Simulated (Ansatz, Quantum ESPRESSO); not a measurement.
**HfO2 [001], tetragonal: pulling along c**

The c axis is held at a set length while the cell relaxes sideways. How do the lateral strain and the stress follow? The strained cell has c along the load; unstrained it is a = 3.5521 Å, b = 3.5521 Å, c = 5.1490 Å, α = 90.00°, β = 90.00°, γ = 90.00°, with 6 atoms. The symmetry of the cell is held, so distortions that would lower it, which this phase may prefer, aren't tested.

Calculated with Quantum ESPRESSO 7.5, PBEsol, PseudoDojo 0.4.1 norm-conserving potentials, cutoff 1170 eV, Fermi–Dirac smearing 0.02 eV, k-mesh 8×8×6, no spin polarisation, no spin-orbit coupling.

Relaxed positions at 0 %:

```
atom       x       y       z
  Hf  0.0000  0.0000  0.0000
  Hf  0.5000  0.5000  0.5000
   O  0.0000  0.5000  0.1990
   O  0.0000  0.5000  0.6990
   O  0.5000  0.0000  0.3010
   O  0.5000  0.0000  0.8010
```

| ε_c (%) | a (Å) | c (Å) | ε_a (%) | σ (GPa, tension positive) |
| --- | --- | --- | --- | --- |
| −3 | 3.5648 | 4.9946 | 0.356 | −10.76 |
| −2 | 3.5604 | 5.0461 | 0.233 | −6.81 |
| −1 | 3.5562 | 5.0976 | 0.115 | −3.23 |
| 0 | 3.5521 | 5.1490 | 0.000 | 0.01 |
| 2 | 3.5447 | 5.2520 | −0.208 | 5.54 |
| 3 | 3.5413 | 5.3035 | −0.303 | 7.83 |

**Question.** Fit both responses and give the free strain and the stress at +1 %, a row left out above.

Least squares with y = y0 + y1 ε + y2 ε² (ε in %) gives ε_a = 0.001 + (−0.1100) ε + (0.0028) ε² and σ = 0.02 + (3.095) ε + (−0.165) ε² GPa. The linear terms put the ratio of free to applied strain at −0.110 and the Young modulus at 309 GPa.

At +1 % the free strain comes out as −0.106 %. The run itself gives −0.106 %, so the estimate misses by 0.000 %, a rounding's worth.

The stress comes out as 2.95 GPa. The run itself gives 2.94 GPa, so the estimate misses by 0.01 GPa, a rounding's worth.

The negative ε² term means that the crystal stiffens in compression and softens in tension.

The same fit over all rows at other levels or in other programs gives the strain ratio = −0.118 with PBEsol (Ansatz) and −0.111 with PBEsol (Quantum ESPRESSO, GBRV).

[Logs are printed without paths, hosts, clocks, repeated set-up lines and the standing remarks that a program may print on its own settings, such as how far it seeks lower states.]
